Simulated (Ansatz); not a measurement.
# Amorphous SnO2 (72 atoms) under strain, part 2 of 4

How stiff is amorphous SnO2 (72 atoms), and how do its levels respond to strain?

Ansatz 0.2.0; Kohn-Sham DFT, r2SCAN, PAW (set soft_2), plane waves.

The cell: 24 Sn and 48 O. The quench rate of 50 K/ps is orders of magnitude faster than experiment. The network of bonds at the start is that of the classical potential that made the cell. Only the Γ point is sampled.

So far. Step 2 (Single point at the start): The r.m.s. force at the start is 0.48 eV/Å. Step 3 (Cell and atoms relaxed): The relaxation converged after 10 steps, with a largest force component of 0.033 eV/Å.

## 4. Single point at the relaxed geometry

The electronic structure is read at the final geometry, in a run of its own.

The input, input.yaml:

```yaml
crystal:
  lattice:
    - [9.67385, 0.01848, 0.13692]
    - [0.01848, 9.77482, -0.26483]
    - [0.13692, -0.26483, 9.90318]
  atoms:
    - { symbol: Sn, position: [0.73172, 0.67309, 0.33424] }
    - { symbol: Sn, position: [0.04439, 0.22036, 0.42573] }
    - { symbol: Sn, position: [0.51658, 0.17173, 0.07205] }
    - { symbol: Sn, position: [0.76552, 0.47058, 0.57757] }
    - { symbol: Sn, position: [0.24475, 0.70048, 0.35707] }
    - { symbol: Sn, position: [0.47932, 0.71871, 0.59906] }
    [... 60 atom lines left out ...]
    - { symbol: O, position: [0.01325, 0.08555, 0.57837] }
    - { symbol: O, position: [0.8115, 0.5641, 0.16263] }
    - { symbol: O, position: [0.62924, 0.78888, 0.47779] }
    - { symbol: O, position: [0.89312, 0.30903, 0.53461] }
    - { symbol: O, position: [0.38378, 0.72527, 0.02342] }
    - { symbol: O, position: [0.18991, 0.35921, 0.36604] }
kpoints:
  mp_grid: { grid: [1, 1, 1] }
hamiltonian:
  xc: r2scan
scf:
  occupations: { method: fermi_dirac, width: 0.05 }
output:
  forces: true
  stress: true
  populations: true
  dos:
    method: { smearing: { sigma: 0.15 } }
    de: 0.1
    projected: { site_lists: { O: [O], Sn: [Sn] } }
  eigenvalues: true
  write_density: true
  write_potential: true
  volumetric_format: npy
```

On the command line:

```
$ ansatz run input.yaml --threads 4 --pin off --max-ram 8192MiB --backend cpu --events-out ev --progress --plain --runs-dir out
```

Numbers of over 12 decimals in the logs are rounded to 6 here.

Output:

```text
[...]
Crystal: 72 atoms, lattice volume = 935.580 Å³
Basis set: ecut = 500 eV, 23741 PW (Γ), exchange–correlation on 288×288×300 points (64 copies of the dense FFT grid, shifted against one another)
Bands: 384, of which v1, the nominal top of the filled ones, is band 312 counted from 1 (311 counted from 0)
Symmetry: 1 space group operations
[...]
k-points: 1
[...]
SCF iter   1: F=—  HF=-172208.007216 eV  |F-HF|=—  |Δ(HF+E_count)|=         —  Δρ=1.17e-2  dr2=1.15e0  dr2_τ=3.28e0  ethr=1.77e-3  ⟨swp⟩=5.0  Hψ=1408  notcnv=0  defer=41
[...]
SCF iter  10: F=-172209.141537 eV  HF=-172209.141537 eV  |F-HF|=1.75e-9  |Δ(HF+E_count)|=   6.87e-9  Δρ=1.79e-6  dr2=3.09e-8  dr2_τ=3.20e-9  ethr=1.60e-11  ⟨swp⟩=18.0  Hψ=3098  notcnv=0
SCF 1 converged in 10 iterations: F = -172209.141537 eV  dr2 = 3.09e-8
[...]
SCF converged after 10 iterations
Free energy (F): -172209.141537 eV
[...]
Internal energy: -172209.141422 eV  (E = F + TS)
E sigma→0 (E₀):  -172209.141479 eV
Entropy (-TS):   -0.000115 eV (-0.002 meV/atom)
Fermi energy:    8.612469 eV
[...]
--- Forces (eV/Å), atoms counted from 1 ---
  atom   1  Sn     0.00053862     0.00201100     0.01080120
  atom   2  Sn     0.00307547     0.02039728    -0.00693827
  atom   3  Sn    -0.00159601    -0.00550345     0.00406870
  atom   4  Sn    -0.00752202     0.00444070     0.00600920
  atom   5  Sn    -0.00744450     0.00210273     0.00708395
  atom   6  Sn     0.00448467     0.01406584     0.00996805
  atom   7  Sn     0.00262992     0.00796351    -0.01485608
  atom   8  Sn     0.00179027     0.00708046    -0.01615135
  atom   9  Sn     0.01296311     0.00712483    -0.00186154
  atom  10  Sn    -0.00691969     0.00289723     0.01593227
  atom  11  Sn     0.00176469     0.00172039     0.00365698
  atom  12  Sn     0.00004699     0.00732217     0.00715350
  atom  13  Sn    -0.00709201     0.00166905    -0.00482614
  atom  14  Sn     0.01070714    -0.01980305    -0.01165546
[...]
atom  71  O     -0.00330495    -0.00142419     0.01897283
  atom  72  O     -0.00539454    -0.00254716    -0.00619753
  max |Σ_I F_I| component: 1.22e-4 eV/Å
--- Stress (GPa, compression-positive) ---
       -0.004435       0.007194      -0.010935
        0.007194       0.001643       0.011882
       -0.010935       0.011882      -0.005413
  P = ⅓ Tr σ = -0.0027 GPa (-0.027 kbar)
--- Band table (eV) ---
[...]
--- Löwdin populations: 72 sites ---
  site symbol       q [e]
     0     Sn     12.1642
     1     Sn     12.1701
     2     Sn     12.1959
[...]
71      O      6.7940
  spilling = 0.005546 (of n_electrons = 624.000000)
```

Wall time 25 s (4 threads of Intel Xeon Platinum 8488C (Sapphire Rapids), shared host); peak memory 2.6 GiB.

Read from the output:

* free energy: -172209.1415 eV
* free energy per atom: -2391.7936 eV/atom
* SCF cycles: 10
* pressure: -0.002735 GPa
* r.m.s. force component: 0.00778 eV/Å
* longest force: 0.03301 eV/Å
* Fermi energy: 8.612 eV
* gap (highest filled to lowest empty level): 1.003 eV
* spilling of the projection: 0.005546

Löwdin charges by element and coordination (they lack the spilled electrons, 0.048 e an atom on average):

```
element  coordination  atoms  mean charge (e)  spread   least    most
      O           all     48           -0.837  0.0155  -0.864  -0.794
      O             2      9           -0.839  0.0113  -0.863  -0.821
      O             3     37           -0.837  0.0147  -0.861  -0.794
      O             4      2           -0.830  0.0332  -0.864  -0.797
     Sn           all     24             1.82  0.0187    1.78    1.86
     Sn             5      7             1.82  0.0154    1.79    1.84
     Sn             6     17             1.82  0.0197    1.78    1.86
```

Density of states as counts of states in windows of 1 eV (from the Fermi level), total and the larger projections:

```
from (eV)  to (eV)  total   O p  Sn p  Sn s
      -10       -9    0.0   0.0   0.0   0.0
       -9       -8   13.2   7.8   0.4   4.5
       -8       -7   16.7  10.0   0.7   5.1
       -7       -6   17.0  10.9   1.4   3.6
       -6       -5   25.9  19.4   4.7   0.8
       -5       -4   38.9  30.6   6.0   0.7
       -4       -3   41.8  35.6   4.1   0.4
       -3       -2   54.9  50.9   1.9   0.2
       -2       -1   65.8  63.3   0.7   0.2
       -1        0   13.8  13.3   0.2   0.1
        0        1    2.0   0.3   0.1   1.2
        1        2    0.0   0.0   0.0   0.0
        2        3    2.1   0.7   0.4   0.7
        3        4   13.0   4.2   1.6   5.5
        4        5   15.8   5.1   1.8   7.1
```

Between -24 and -10 eV lie 336 more states.

The levels nearest the highest filled one (over half full), pooled over k-points and spins:

```
level less the highest filled one (eV)  occupation
                                -0.454           2
                                -0.403           2
                                -0.359           2
                                -0.164           2
                               -0.0605           2
                                     0           2
                                  1.00           0
                                  3.29           0
                                  3.64           0
                                  3.77           0
                                  3.91           0
                                  4.08           0
```

Electrostatic potential energy in the ac plane at fractional y = 0.530, with atoms of Sn and O within 0.2 Å of it. With pseudopotentials it is smooth inside the atoms' cores, unlike the true potential.

Ten even steps from '_' (-30 eV) to '@' (16 eV), each cell a mean:
```
==::++@@@@@@@@@@@@%%##**++++**++::::****==@@@@@@++**%%
@@@@@@@@@@@@@@@@%%**##%%%%%%%%--____::**++@@@@@@**++%%
@@@@@@%%%%%%%%%%%%++**%%@@@@%%++....==##++**##**==**%%
@@@@%%##**++**##%%%%%%@@@@@@@@@@%%##%%%%##++++++**%%@@
@@%%##++======**%%@@@@@@@@%%%%@@@@@@@@@@@@%%**--==%%@@
@@%%##++==**==++##%%@@@@@@%%%%@@@@@@@@@@@@%%::____++@@
@@@@%%**======++##%%@@@@@@@@%%**##@@@@@@%%%%--__..**@@
@@@@%%##******##%%@@@@@@@@%%==____++%%##******++**%%@@
@@##::..==%%%%@@@@@@@@@@@@%%--____==##++====++##%%@@@@
@@++____..%%@@@@@@@@@@@@@@@@##====##**==****==**%%@@@@
@@##::..==@@@@@@@@@@@@@@@@@@@@@@@@%%**==++++==**%%@@@@
@@@@@@%%@@@@@@@@@@@@@@@@@@@@@@@@@@%%##**====**##%%@@@@
@@@@@@@@@@@@@@@@@@@@%%@@@@@@@@@@@@@@%%%%####%%%%@@@@@@
@@@@@@@@@@@@@@@@@@@@@@@@@@@@@@@@@@%%**##%%%%@@@@@@@@@@
@@@@@@@@@@@@@@@@@@@@@@@@@@@@@@@@@@##--++%%%%@@@@@@@@@@
@@@@@@@@@@@@@@@@@@@@@@@@@@@@@@@@@@%%**##%%%%@@@@@@@@@@
@@@@%%%%%%%%@@@@@@@@@@@@@@@@@@@@@@@@%%%%%%%%%%@@@@@@@@
@@%%######%%%%**++##@@@@@@@@@@@@@@@@%%%%%%%%%%@@@@@@@@
%%##**++**##++____::%%@@%%@@@@@@@@@@%%%%%%++++%%@@@@@@
%%##**++**##++____..**##**##%%%%@@@@@@%%**____==@@@@@@
%%%%##**##%%%%++==++**++++++++##%%@@@@@@##..__==@@@@@@
##**##%%%%%%@@@@%%##==%%@@@@++++%%@@@@@@%%##**%%@@@@@@
..__::##@@@@@@@@%%##==@@@@@@**++%%@@@@%%%%##****%%%%##
____..##@@@@@@@@@@%%++++%%##++**%%%%%%##++==++==++##**
```
Columns run along a (9.7 Å; values clipped at the 3rd and 97th percentile), rows up along c (9.9 Å). Atoms in or near the plane, at fractional coordinates: Sn at (0.83, 0.94), Sn at (0.46, 0.06), O at (0.87, 0.75), O at (0.62, 0.92), O at (0.11, 0.59), O at (0.30, 0.20), O at (0.04, 0.02), O at (0.58, 0.65).

Valence density in the ac plane at fractional y = 0.530, with atoms of Sn and O within 0.2 Å of it. It is the smooth field of the valence electrons, not physical close to the nuclei.

Values in e/Å³, 13 rows by 16 columns, each cell a mean:
```
 1  1  0  0  0  1  1  0  1  3  4  1  4 11  3  0
 0  0  0  0  0  1  1  0  0  2  3  1  1  3  1  0
 0  0  1  1  0  0  0  0  0  0  0  0  0  2  2  0
 0  0  1  1  0  0  0  0  1  1  0  0  0  3  4  1
 0  2  2  0  0  0  0  0  2  5  2  1  1  1  0  0
 1  4  4  0  0  0  0  0  0  1  1  1  3  1  0  0
 0  0  0  0  0  0  1  0  0  0  0  0  0  0  0  0
 0  0  0  0  0  0  0  0  0  0  1  1  0  0  0  0
 0  0  0  0  0  0  0  0  0  0  1  1  0  0  0  0
 0  0  0  0  2  2  0  0  0  0  0  0  0  0  0  0
 0  0  0  1  4  4  1  0  0  0  0  0  2  3  1  0
 1  1  0  0  1  1  2  7  2  0  0  0  1  2  0  0
 5  4  0  0  0  0  2  8  3  0  0  0  1  1  0  1
```
Columns run along a (9.7 Å), rows up along c (9.9 Å). Atoms in or near the plane, at fractional coordinates: Sn at (0.83, 0.94), Sn at (0.46, 0.06), O at (0.87, 0.75), O at (0.62, 0.92), O at (0.11, 0.59), O at (0.30, 0.20), O at (0.04, 0.02), O at (0.58, 0.65).

Filled and empty levels are parted by 1.00 eV (at Γ alone); a semilocal functional tends to put such gaps too low. In a disordered cell it changes from sample to sample, and tail or defect levels can set it. Mean Löwdin charges: O -0.84, Sn +1.82 e (they miss 0.55 % of the electrons, so they add up to more than the cell's charge). The largest share in the top eV of filled states is O p (98 % of the projected weight), and in the lowest eV of empty states Sn s (59 % of the projected weight).

## 5. Volume -3 %

The relaxed cell is scaled evenly and the atoms are relaxed again; the stress at the end gives one point of P(V).

input.yaml, the sections that differ from step 4:

```yaml
crystal:
  lattice:
    - [9.57613, 0.01829, 0.13554]
    - [0.01829, 9.67608, -0.26215]
    - [0.13554, -0.26215, 9.80314]
  atoms:
    [... the 72 atom lines of step 4 ...]
output:
  forces: true
  eigenvalues: true
  stress: true
relax:
  f_tol: 0.05
  max_steps: 70
# kpoints, hamiltonian, scf: as in step 4
```

Output:

```text
Warning: output.stress: scf.convergence.dr2_threshold = 1e-7 eV (the SCF's general default) is looser than the 7.2e-9 eV advised for a printed stress (1e-10 eV for each atom of the cell: 72). What an SCF threshold leaves in a stress goes as its square root, and in the free energy as the threshold itself, and one threshold admits the most on a small cell: [...]
[...]
Crystal: 72 atoms, lattice volume = 907.513 Å³
Basis set: ecut = 500 eV, 23077 PW (Γ), exchange–correlation on 288×288×288 points (64 copies of the dense FFT grid, shifted against one another)
Bands: 384, of which v1, the nominal top of the filled ones, is band 312 counted from 1 (311 counted from 0)
Symmetry: 1 space group operations
[...]
k-points: 1
[...]
SCF iter   1: F=—  HF=-172207.369654 eV  |F-HF|=—  |Δ(HF+E_count)|=         —  Δρ=1.17e-2  dr2=1.10e0  dr2_τ=3.58e0  ethr=1.77e-3  ⟨swp⟩=5.0  Hψ=1411  notcnv=0  defer=43
[...]
SCF iter   6: F=—  HF=-172208.623133 eV  |F-HF|=—  |Δ(HF+E_count)|=   1.54e-4  Δρ=1.21e-4  dr2=1.15e-4  dr2_τ=1.60e-5  ethr=4.64e-8  ⟨swp⟩=2.0  Hψ=506  notcnv=0  defer=64
SCF iter   7: F=-172208.623119 eV  HF=-172208.623119 eV  |F-HF|=5.71e-7  |Δ(HF+E_count)|=   1.43e-5  Δρ=2.72e-5  dr2=5.29e-6  dr2_τ=7.23e-7  ethr=1.00e-8  ⟨swp⟩=11.0  Hψ=1953  notcnv=0
SCF 1 converged in 7 iterations: F = -172208.623119 eV  dr2 = 5.29e-6
[...]
relax step   1: F+E_penalty+E_count = -172208.62311852 eV  Δ(F+E_penalty+E_count) = +0.000e0 eV  max|allowed force component| = 4.150e-1 eV/Å  Δτ_max = 0.0000 Å  (7 SCF iters, dr2 threshold 6.25e-5 eV, accepted)
[...]
relax step   2: F+E_penalty+E_count = -172208.76275007 eV  Δ(F+E_penalty+E_count) = -1.396e-1 eV  max|allowed force component| = 1.998e-1 eV/Å  Δτ_max = 0.0591 Å  (7 SCF iters, dr2 threshold 1.08e-5 eV, accepted)
[...]
relax step   3: F+E_penalty+E_count = -172208.79647276 eV  Δ(F+E_penalty+E_count) = -3.372e-2 eV  max|allowed force component| = 9.478e-2 eV/Å  Δτ_max = 0.0248 Å  (9 SCF iters, accepted)
relax step   4: F+E_penalty+E_count = -172208.78511730 eV  Δ(F+E_penalty+E_count) = +1.136e-2 eV  max|allowed force component| = 2.714e-1 eV/Å  Δτ_max = 0.2000 Å  (10 SCF iters, rejected (line search))
relax step   5: F+E_penalty+E_count = -172208.82873209 eV  Δ(F+E_penalty+E_count) = -3.226e-2 eV  max|allowed force component| = 6.734e-2 eV/Å  Δτ_max = 0.0996 Å  (9 SCF iters, accepted)
relax step   6: F+E_penalty+E_count = -172208.84021774 eV  Δ(F+E_penalty+E_count) = -1.149e-2 eV  max|allowed force component| = 5.243e-2 eV/Å  Δτ_max = 0.1000 Å  (9 SCF iters, accepted)
relax step   7: F+E_penalty+E_count = -172208.84350511 eV  Δ(F+E_penalty+E_count) = -3.287e-3 eV  max|allowed force component| = 5.204e-2 eV/Å  Δτ_max = 0.0343 Å  (9 SCF iters, accepted)
[...]
relax step   8: F+E_penalty+E_count = -172208.84504093 eV  Δ(F+E_penalty+E_count) = -1.536e-3 eV  max|allowed force component| = 2.998e-2 eV/Å  Δτ_max = 0.0220 Å  (7 SCF iters, accepted)
[...]
SCF iter   2: F=-172208.845041 eV  HF=-172208.845041 eV  |F-HF|=3.38e-8  |Δ(HF+E_count)|=   5.38e-8  Δρ=2.33e-6  dr2=3.76e-8  dr2_τ=2.65e-9  ethr=1.52e-11  ⟨swp⟩=3.0  Hψ=862  notcnv=0
SCF 9 converged in 2 iterations: F = -172208.845041 eV  dr2 = 3.76e-8
SCF converged after 2 iterations
Free energy (F): -172208.845041 eV
[...]
Internal energy: -172208.844995 eV  (E = F + TS)
E sigma→0 (E₀):  -172208.845018 eV
Entropy (-TS):   -0.000045 eV (-0.001 meV/atom)
Fermi energy:    9.120324 eV
[...]
Σ components = -172208.845041   (vs F -172208.845041, Δ=0.00e0)
--- Forces (eV/Å), atoms counted from 1 ---
  atom   1  Sn    -0.00624259    -0.01081295    -0.01486113
  atom   2  Sn    -0.00130154     0.00691612     0.01542743
  atom   3  Sn    -0.01088086     0.00769440    -0.01414952
  atom   4  Sn     0.01466169    -0.00962589    -0.00485391
[...]
atom  72  O     -0.01412679     0.00876308    -0.00793994
  max |Σ_I F_I| component: 9.94e-5 eV/Å
--- Stress (GPa, compression-positive) ---
        3.696675       0.268109      -0.387723
        0.268109       3.335142      -0.465419
       -0.387724      -0.465419       2.654077
  P = ⅓ Tr σ = 3.2286 GPa (32.286 kbar)
--- Band table (eV) ---
[...]
--- Relaxed structure (8 steps of the walk, 7 accepted, 0 SCFs on fresh bases) ---
  F+E_penalty+E_count = -172208.84504093 eV   max|allowed force component| = 2.998e-2 eV/Å
  atoms:
    - { symbol: Sn, position: [0.729570, 0.675313, 0.333956] }
    - { symbol: Sn, position: [0.049993, 0.232465, 0.427800] }
    - { symbol: Sn, position: [0.523280, 0.167024, 0.068759] }
    - { symbol: Sn, position: [0.761960, 0.471357, 0.575964] }
[...]
- { symbol: O, position: [0.198972, 0.362446, 0.362087] }
```

Elapsed: 2.5 min, on 4 threads; peak memory 2.6 GiB; 9.6 min of CPU time.

The program notes that the SCF threshold is loose for the stress.

The relaxation converged after 8 steps, 0.222 eV below its start, with a largest force component of 0.030 eV/Å.

Volume -3 %: the energy stands 0.296 eV above that of the reference, at a pressure of 3.23 GPa.

## 6. Volume +3 %

The relaxed cell is scaled to another volume.

Input and log are left out; they have the form of those shown for this kind of step.

Elapsed: 2.1 min, on 4 threads of Intel Xeon Platinum 8488C (Sapphire Rapids), shared host; peak memory 2.7 GiB; 8.1 min of CPU time.

The relaxation converged after 7 steps, 0.195 eV below its start, with a largest force component of 0.049 eV/Å.

Volume +3 %: the energy stands 0.269 eV above that of the reference, at a pressure of -2.90 GPa.

## 7. Volume -6 %

The relaxed cell is scaled to another volume.

Input and log are left out; they have the form of those shown for this kind of step.

The job ended after 4.5 min (4 threads of Intel Xeon Platinum 8488C (Sapphire Rapids), shared host; peak memory 2.5 GiB; 17 min of CPU time).

The relaxation converged after 17 steps, 1.26 eV below its start, with a largest force component of 0.037 eV/Å.

Volume -6 %: the energy stands 0.949 eV above that of the reference, at a pressure of 5.04 GPa.

## 8. Volume +6 %

The relaxed cell is scaled to another volume.

Input and log are left out; they have the form of those shown for this kind of step.

Elapsed: 2.4 min, on 4 threads of Intel Xeon Platinum 8488C (Sapphire Rapids), shared host; peak memory 2.8 GiB; 8.9 min of CPU time.

The relaxation converged after 7 steps, 0.761 eV below its start, with a largest force component of 0.037 eV/Å.

Volume +6 %: the energy stands 0.987 eV above that of the reference, at a pressure of -5.36 GPa.

[end of part 2 of 4]

[Logs are printed without paths, hosts, clocks, repeated set-up lines and the standing remarks that a program may print on its own settings, such as how far it seeks lower states.]

[Hosts, paths, dates, database ids (printed as entryN), source tags and the programs' standing remarks are cut or masked in the printed files.]
